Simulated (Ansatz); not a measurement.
# Gap against volume in H5C5NCl2 (P2_1/m) (156 atoms)

The cell holds 156 atoms: 60 H, 60 C, 12 N and 24 Cl. Cell: a = 13.591 Å, b = 15.946 Å, c = 8.716 Å, α = 90.0°, β = 101.0°, γ = 90.0°. It derives from H5C5NCl2 (P2_1/m), repeated 3×2×1. The starting structure: H5C5NCl2, space group P2_1/m, structure from the Crystallography Open Database, 3 x 2 x 1 conventional cells; every coordinate displaced by a Gaussian of 0.01 Å; bonds to H set to neutron lengths (C-H 1.089, N-H 1.015, O-H 0.983, B-H 1.19 Å) where the listed ones are shorter.

Calculated with Ansatz 0.2.0: Kohn-Sham DFT, revPBE+D4, PAW (set soft_2), plane waves; cutoff 420 eV, Γ point, fermi-dirac smearing of 0.05 eV. The relaxed cell was scaled evenly and the atoms were relaxed at each volume. The gap is that between the highest filled and the lowest empty Kohn-Sham level on the run's k-points.

| volume (Å³/atom) | gap (eV) |
| --- | --- |
| 10.698 | 2.959 |
| 11.173 | ? |
| 11.530 | 2.826 |
| 11.887 | 2.789 |
| 12.243 | 2.757 |
| 12.600 | 2.763 |

**Question.** Fit a straight line in ln V to the rows given and interpolate to the withheld row.

**Working.**

A volume deformation potential makes the spacing linear in u = ln(V/V0), with V0 = 11.887 Å³ the relaxed volume; v is the spacing.

| u = ln(V/V0) | v (eV) |
| --- | --- |
| -0.105360 | 2.9586 |
| -0.0304588 | 2.8264 |
| 0 | 2.789 |
| 0.0295590 | 2.7573 |
| 0.0582690 | 2.7629 |

With n = 5: mean u = -0.00959825, mean v = 2.81884, Σ(u − ū)² = 0.015837, Σ(u − ū)(v − v̄) = -0.020034. Slope b = -0.020034 / 0.015837 = -1.2650; intercept a = v̄ − b ū = 2.8067.

At the withheld volume u = -0.06187, and v = a + b u.

Prediction at 11.173: 2.885 eV. The run gave 2.870 eV, so the fit is high by 0.014 eV (0.50 % of the value).

The rows follow a line only loosely (correlation 0.96 in size over all rows, under the 0.97 asked here), so the slope of -1.27 eV is a mean trend and no deformation potential. Among the rows given, the largest miss of the fit is at 12.600, by 0.030 eV (15 % of the range of the table).

Limits: The table spans 16 % in volume, wide for a linear law. Semilocal functionals tend to put gaps under measured ones. Only the Γ point is sampled. The mesh needn't hold the band edges.

[Hosts, paths, dates, database ids (printed as entryN), source tags and the programs' standing remarks are cut or masked in the printed files.]
